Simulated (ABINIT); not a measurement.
# Quasiparticle gap of CsCaH3 (Pm-3m) in ABINIT

Wanted: ground state, empty states, screening and self-energy for CsCaH3 (Pm-3m).

Main program and level: ABINIT 10.8.3; LDA and many-body steps on it, plane waves.

## 1. The structure

The structure is cubic, space group Pm-3m (No. 221). The conventional cell has a = 4.621 Å, b = 4.621 Å, c = 4.621 Å, α = 90.00°, β = 90.00°, γ = 90.00°. Cs has 12 H at 3.27 Å nearest. Ca has 6 H at 2.31 Å nearest. Nearest to H lie 2 Ca at 2.31 Å and 8 H at 3.27 Å and 4 Cs at 3.27 Å. Farther neighbours are not listed.

The cell and positions are those that the Materials Project relaxed with its own functionals (PBE, PBE+U or r2SCAN), kept fixed. Spin-orbit coupling is left out unless a step names it.

## 2. Ground state

This step: ABINIT 10.8.3; DFT, LDA, plane waves, norm-conserving pseudopotentials.

The ground-state density comes first.

Contents of run.abi:

```
acell 3*1.0 Angstrom
rprim 
  4.621186000000 0.000000000000 0.000000000000
  0.000000000000 4.621186000000 0.000000000000
  0.000000000000 0.000000000000 4.621186000000
ntypat 3
znucl 55 20 1
natom 5
typat 1 2 3 3 3
xred 
  0.000000000000 0.000000000000 0.000000000000
  0.500000000000 0.500000000000 0.500000000000
  0.500000000000 0.000000000000 0.500000000000
  0.000000000000 0.500000000000 0.500000000000
  0.500000000000 0.500000000000 0.000000000000
pp_dirpath "pseudos"
pseudos "Cs.upf, Ca.upf, H.upf"
ecut 31
ngkpt 4 4 4
nshiftk 1
shiftk 0 0 0
kptopt 1
chksymbreak 0
nband 17
occopt 1
tolvrs 1e-10
nstep 60
prtwf 0
optforces 0
optstress 0
indata_prefix "in"
outdata_prefix "out"
tmpdata_prefix "tmp"
```

The run is started by

```console
> OMP_NUM_THREADS=1 mpirun -n 4 abinit run.abi > log
```

Numbers of over 12 decimals in the logs are rounded to 6 here.

The log of the run:

```text
.Version 10.8.3 of ABINIT. v10.8.2 released Aug 2026.

 Symmetries : space group Pm -3 m (#221); Bravais cP (primitive cubic)
================================================================================
 Values of the parameters that define the memory need of the present run
     intxc =       0    ionmov =       0      iscf =       7    lmnmax =       8
     lnmax =       8     mgfft =      45  mpssoang =       4    mqgrid =    3001
     natom =       5  nloc_mem =       1    nspden =       1   nspinor =       1
    nsppol =       1      nsym =      48    n1xccc =    2501    ntypat =       3
    occopt =       1   xclevel =       1
-    mband =          17        mffmem =           1         mkmem =           3
       mpw =        5512          nfft =       91125          nkpt =          10
================================================================================
  Rough estimation (10% accuracy) of disk space for files :
================================================================================

--------------------------------------------------------------------------------
------------- Echo of variables that govern the present computation ------------
--------------------------------------------------------------------------------
 -outvars: echo values of preprocessed input variables --------
            acell      1.8897261259E+00  1.8897261259E+00  1.8897261259E+00 Bohr

      chksymbreak           0
             ecut      3.10000000E+01 Hartree
-          fftalg         312

              ixc       -1012
              kpt      0.00000000E+00  0.00000000E+00  0.00000000E+00
                       2.50000000E-01  0.00000000E+00  0.00000000E+00
                       5.00000000E-01  0.00000000E+00  0.00000000E+00
                       2.50000000E-01  2.50000000E-01  0.00000000E+00
                       5.00000000E-01  2.50000000E-01  0.00000000E+00
                       5.00000000E-01  5.00000000E-01  0.00000000E+00
                       2.50000000E-01  2.50000000E-01  2.50000000E-01
                       5.00000000E-01  2.50000000E-01  2.50000000E-01
                       5.00000000E-01  5.00000000E-01  2.50000000E-01
                       5.00000000E-01  5.00000000E-01  5.00000000E-01
         kptrlatt        4    0    0      0    4    0      0    0    4
          kptrlen      3.49311037E+01
P           mkmem           3
            natom           5
            nband          17
            ngfft          45      45      45
             nkpt          10
            nstep          60
             nsym          48
           ntypat           3
              occ      2.000000  2.000000  2.000000  2.000000  2.000000  2.000000
                       2.000000  2.000000  2.000000  2.000000  2.000000  0.000000
                       0.000000  0.000000  0.000000  0.000000  0.000000
        optforces           0
        optstress           0
            prtwf           0
            rprim      4.6211860000E+00  0.0000000000E+00  0.0000000000E+00
                       0.0000000000E+00  4.6211860000E+00  0.0000000000E+00
[...]
spgroup         221

           tolvrs      1.00000000E-10

             xred      0.0000000000E+00  0.0000000000E+00  0.0000000000E+00
[...]
znucl       55.00000   20.00000    1.00000

================================================================================

 chkinp: Checking input parameters for consistency.

================================================================================
== DATASET  1 ==================================================================
-   mpi_nproc: 4, omp_nthreads: 1 (-1 if OMP is not activated)

--- !DatasetInfo
iteration_state: {dtset: 1, }
dimensions: {natom: 5, nkpt: 10, mband: 17, nsppol: 1, nspinor: 1, nspden: 1, mpw: 5512, }
cutoff_energies: {ecut:  31.0, pawecutdg:  -1.0, }
electrons: {nelect:   2.20000000E+01, charge:   0.00000000E+00, occopt:   1.00000000E+00, tsmear:   1.00000000E-02, }

 Real(R)+Recip(G) space primitive vectors, cartesian coordinates (Bohr,Bohr^-1):
 R(1)=  8.7327759  0.0000000  0.0000000  G(1)=  0.1145111  0.0000000  0.0000000
 R(2)=  0.0000000  8.7327759  0.0000000  G(2)=  0.0000000  0.1145111  0.0000000
 R(3)=  0.0000000  0.0000000  8.7327759  G(3)=  0.0000000  0.0000000  0.1145111
 Unit cell volume ucvol=  6.6597350E+02 bohr^3
 Angles (23,13,12)=  9.00000000E+01  9.00000000E+01  9.00000000E+01 degrees

 getcut: wavevector=  0.0000  0.0000  0.0000  ngfft=  45  45  45
         ecut(hartree)=     31.000   => boxcut(ratio)=   2.01027

--- Pseudopotential description ------------------------------------------------
- Cs Generated using ONCVPSP code by D. R. Hamann
- 55.00000   9.00000  201201                  znucl, zion, pspdat
12 -1012 3 -1 2328                            pspcod,pspxc,lmax,lloc,mmax
     nproj     2     2     2     2
  pspatm : epsatm=   21.68725381
         --- l  ekb(1:nproj) -->
[...]
pspatm: atomic psp has been read  and splines computed

- Ca Generated using ONCVPSP code by D. R. Hamann
- 20.00000  10.00000  180309                  znucl, zion, pspdat
12 -1012 2 -1 1724                            pspcod,pspxc,lmax,lloc,mmax
     nproj     2     2     2     0
  pspatm : epsatm=   12.51424511
         --- l  ekb(1:nproj) -->
[...]
pspatm: atomic psp has been read  and splines computed

- H Generated using ONCVPSP code by D. R. Hamann
-  1.00000   1.00000  180309                  znucl, zion, pspdat
12 -1012 1 -1 1180                            pspcod,pspxc,lmax,lloc,mmax
     nproj     2     1     0     0
  pspatm : epsatm=    0.35439867
         --- l  ekb(1:nproj) -->
[...]
1   -0.275071
 pspatm: atomic psp has been read  and splines computed

   7.75823288E+02                                ecore*ucvol(ha*bohr**3)
--------------------------------------------------------------------------------

_setup2: Arith. and geom. avg. npw (full set) are    5489.672    5489.638

================================================================================

--- !BeginCycle
iteration_state: {dtset: 1, }
solver: {iscf: 7, nstep: 60, nline: 4, wfoptalg: 0, }
tolerances: {tolvrs: 1.00E-10, }

     iter   Etot(hartree)      deltaE(h)  residm     vres2
 ETOT  1  -63.845048698326    -6.385E+01 4.024E-02 2.695E+02
 ETOT  2  -63.913266481335    -6.822E-02 2.058E-02 2.141E+01
 ETOT  3  -63.914972730578    -1.706E-03 4.691E-03 4.317E+00
 ETOT  4  -63.915210542540    -2.378E-04 8.955E-04 1.204E-01
 ETOT  5  -63.915222260304    -1.172E-05 5.826E-04 1.785E-03
 ETOT  6  -63.915222550824    -2.905E-07 4.881E-04 7.850E-05
 ETOT  7  -63.915222566286    -1.546E-08 2.845E-04 1.053E-06
 ETOT  8  -63.915222566843    -5.574E-10 2.483E-04 2.744E-08
 ETOT  9  -63.915222566876    -3.287E-11 1.248E-04 2.655E-09
 ETOT 10  -63.915222566879    -2.629E-12 1.334E-04 4.592E-11

 At SCF step   10       vres2   =  4.59E-11 < tolvrs=  1.00E-10 =>converged.

--- !ResultsGS
iteration_state: {dtset: 1, }
comment   : Summary of ground state results
lattice_vectors:
- [  8.7327759,   0.0000000,   0.0000000, ]
- [  0.0000000,   8.7327759,   0.0000000, ]
- [  0.0000000,   0.0000000,   8.7327759, ]
lattice_lengths: [   8.73278,    8.73278,    8.73278, ]
lattice_angles: [ 90.000,  90.000,  90.000, ] # degrees, (23, 13, 12)
lattice_volume:   6.6597350E+02
convergence: {deltae: -2.629E-12, res2:  4.592E-11, residm:  1.334E-04, diffor:  0.000E+00, }
etotal    :  -6.39152226E+01
entropy   :   0.00000000E+00
fermie    :   5.12095198E-02
cartesian_stress_tensor: null
pressure_GPa: null
xred      :
- [  0.0000E+00,   0.0000E+00,   0.0000E+00, Cs]
- [  5.0000E-01,   5.0000E-01,   5.0000E-01, Ca]
- [  5.0000E-01,   0.0000E+00,   5.0000E-01,  H]
- [  0.0000E+00,   5.0000E-01,   5.0000E-01,  H]
- [  5.0000E-01,   5.0000E-01,   0.0000E+00,  H]
cartesian_forces: null
force_length_stats: {min: null, max: null, mean: null, }

 Integrated electronic density in atomic spheres:
 ------------------------------------------------
 Atom  Sphere_radius  Integrated_density
[...]
================================================================================

 ----iterations are completed or convergence reached----

 Mean square residual over all n,k,spin=   22.168E-07; max=  13.339E-05
 reduced coordinates (array xred) for    5 atoms
       0.000000000000      0.000000000000      0.000000000000
       0.500000000000      0.500000000000      0.500000000000
       0.500000000000      0.000000000000      0.500000000000
       0.000000000000      0.500000000000      0.500000000000
       0.500000000000      0.500000000000      0.000000000000
 rms dE/dt=  0.0000E+00; max dE/dt=  0.0000E+00; dE/dt below (all hartree)
    1       0.000000000000      0.000000000000      0.000000000000
    2       0.000000000000      0.000000000000      0.000000000000
    3       0.000000000000      0.000000000000      0.000000000000
    4       0.000000000000      0.000000000000      0.000000000000
    5       0.000000000000      0.000000000000      0.000000000000

 cartesian coordinates (angstrom) at end:
    1      0.000000     0.000000     0.000000
    2      2.310593     2.310593     2.310593
    3      2.310593     0.000000     2.310593
    4      0.000000     2.310593     2.310593
    5      2.310593     2.310593     0.000000
 length scales=  1.889726125908  1.889726125908  1.889726125908 bohr
              =  1.000000000000  1.000000000000  1.000000000000 angstroms
 prteigrs : about to open file out_EIG
 Fermi (or HOMO) energy (hartree) =   0.05121   Average Vxc (hartree)=  -0.31350
 Eigenvalues (hartree) for nkpt=  10  k points:
 kpt#   1, nband= 17, wtk=  0.01563, kpt=  0.0000  0.0000  0.0000 (reduced coord)
  -1.36920   -0.69136   -0.67997   -0.67997   -0.67997   -0.20090   -0.20090   -0.20090
  -0.05192    0.02667    0.02667    0.24832    0.24832    0.24832    0.28335    0.28335
   0.31159
 prteigrs : prtvol=0 or 1, do not print more k-points.

--- !EnergyTerms
iteration_state     : {dtset: 1, }
comment             : Components of total free energy in Hartree
kinetic             :  1.99322127559858E+01
hartree             :  1.30347472751333E+01
xc                  : -1.51316707034040E+01
Ewald energy        : -4.04864643126686E+01
psp_core            :  1.16494618369918E+00
local_psp           : -4.87161103033906E+01
non_local_psp       :  6.28711653776619E+00
total_energy        : -6.39152225668788E+01
total_energy_eV     : -1.73922180826518E+03
band_energy         : -9.30929150231097E+00

== END DATASET(S) ==============================================================
================================================================================

 -outvars: echo values of variables after computation  --------
           etotal     -6.3915222567E+01
            nband          17
             nkpt          10
          spgroup         221
 [... the other variables as echoed above ...]

 Calculation completed.
```

The job ended after 12 s (4 MPI ranks of Arm Neoverse V2, shared host; peak memory 0.33 GiB; 49 s of CPU time).

This step gave:

```yaml
total_energy: -1739.2218 eV
gap: 2.810 eV
k_of_the_valence_top: 0.5, 0.5, 0
k_of_the_conduction_bottom: 0.5, 0.5, 0
least_direct_gap: 2.810 eV
```

The gap is direct, at (0.500, 0.500, 0.000).

(Continued in part 2 of 3.)

[Paths, hosts, dates, memory and timing lines, banners, echoed tables and standing remarks are left out of the program output.]

[Logs are printed without paths, hosts, clocks, repeated set-up lines and the standing remarks that a program may print on its own settings, such as how far it seeks lower states.]

[Runs of the session that timed out or met a known fault of the program may be left out.]

[Hosts, paths, dates, database ids (printed as entryN), source tags and the programs' standing remarks are cut or masked in the printed files.]

[G0W0 gaps are taken among the corrected bands and points alone; a level outside them can change the order at an edge.]

[Where Ansatz stands beside ABINIT at settings called matched, ABINIT's density can come from a denser mesh and the files from another edition; pairs whose starting gaps differed by over 0.03 eV were left out, so agreement reads better than it is.]
